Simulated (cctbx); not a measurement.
## Occupancies in Rb2Hg2PdBr2Cl6

Cell a = 11.5700 Å, b = 6.7780 Å, c = 9.9630 Å, α = 90.00°, β = 110.48°, γ = 90.00°; space group C2/m (no. 12); nominal formula Rb2Hg2PdBr2Cl6.

Simulated single-crystal data (cctbx): Cu Kα, λ = 1.54184 Å, to d = 0.8 Å, 95 % of the full sphere, strongest reflection 5000 counts, noise from counting, a 1.5 % proportional error and a noise floor of 2 counts (s.d.); no absorption, and some extinction, which the refinements don't model.

With every site full:

```text
Rint 0.030, 824 unique reflections to 0.80 A
cycle     R1     wR2    GooF  max shift (A)
   1  0.1387  0.2907   8.909   0.00198
   2  0.0240  0.0521   1.598   0.00001
final R1 0.0240 wR2 0.0521 GooF 1.598  parameters 37  data/parameter 22.3
atom        x        y        z      Ueq    occ   su(xyz)  su(Uiso or U11)
Hg1    0.86925  0.00000  0.60410   0.0034  1.000  0.00004  0.0002
Pd2    0.00000  0.00000  0.00000  -0.0025  1.000  0.00000  0.0004  NPD
Rb1    0.62701  0.00000  0.83182   0.0039  1.000  0.00009  0.0004
Br1    0.65273  0.00000  0.49502   0.0036  1.000  0.00010  0.0004
Cl1    0.63073  0.73437  0.13768   0.0040  1.000  0.00021  0.0007
Cl2    0.08323  0.00000  0.68662   0.0048  1.000  0.00023  0.0010
difference map: max 4.01 min -1.41 rms 0.31
Q1    0.0276  0.0000  0.0044    4    4.11  0.31 A from Pd2
Q2    0.0000  0.5000  0.0000    2    0.93  2.44 A from Cl1
Q3    0.0692  0.0000  0.8853    4    0.78  1.61 A from Pd2
Q4    0.2100  0.0000  0.4870    4    0.78  1.04 A from Hg1
Q5    0.1173  0.2193  0.5022    8    0.77  1.86 A from Hg1
Q6    0.0364  0.0000  0.3542    4    0.77  1.02 A from Hg1
```

With the occupancies of the suspect sites free, each still typed as its main element:

```text
Rint 0.030, 824 unique reflections to 0.80 A
cycle     R1     wR2    GooF  max shift (A)
   1  0.0828  0.1753   5.377   0.00047
  10  0.0154  0.0325   0.999   0.00002
final R1 0.0154 wR2 0.0325 GooF 0.997  parameters 39  data/parameter 21.1
atom        x        y        z      Ueq    occ   su(xyz)  su(Uiso or U11)
Hg1    0.86926  0.00000  0.60410   0.0024  0.970  0.00003  0.0001
Pd2    0.00000  0.00000  0.00000   0.0027  1.103  0.00000  0.0003
Rb1    0.62698  0.00000  0.83178   0.0044  1.000  0.00006  0.0003
Br1    0.65276  0.00000  0.49503   0.0041  1.000  0.00006  0.0003
Cl1    0.63068  0.73439  0.13769   0.0045  1.000  0.00013  0.0005
Cl2    0.08314  0.00000  0.68654   0.0052  1.000  0.00014  0.0006
su of occupancy Hg1: 0.003
su of occupancy Pd2: 0.004
difference map: max 0.98 min -0.99 rms 0.20
Q1    0.0000  0.5000  0.0000    2    0.98  2.44 A from Cl1
Q2    0.0575  0.2880  0.6622    8    0.71  1.98 A from Cl2
Q3    0.1983  0.0000  0.4860    4    0.70  0.96 A from Hg1
Q4    0.9973  0.3564  0.1856    8    0.68  1.69 A from Rb1
Q5    0.0946  0.0000  0.6065    4    0.67  0.85 A from Cl2
Q6    0.2158  0.0000  0.0009    4    0.64  1.99 A from Rb1
```

**Question.** What is the disorder?

X-rays count electrons. Hg1 refines to 0.970(0.003), or 77.6 electrons; the site truly holds 0.925 Hg and 0.075 Pd, 77.5 electrons, which is 0.968 of Hg; Pd2 refines to 1.103(0.004), or 50.7 electrons; the site truly holds 0.85 Pd and 0.15 Hg, 51.1 electrons, which is 1.111 of Pd. A value under 1 can't tell vacancies from a lighter guest, and one over 1 needs a heavier guest; chemistry or a second radiation must settle which. Occupancy correlates with U and the scale, and the two elements' form factors differ in shape, so the match is approximate.

Freeing them takes R1 from 0.0240 to 0.0154 and GooF from 1.60 to 1.00.

The model was made for the exercise: a known structure type with other elements put in, its volume estimated, not relaxed; displacement parameters are assumed.

[Middle refinement cycles are left out of these outputs.]

[Logs are printed without paths, hosts, clocks, repeated set-up lines and the standing remarks that a program may print on its own settings, such as how far it seeks lower states.]
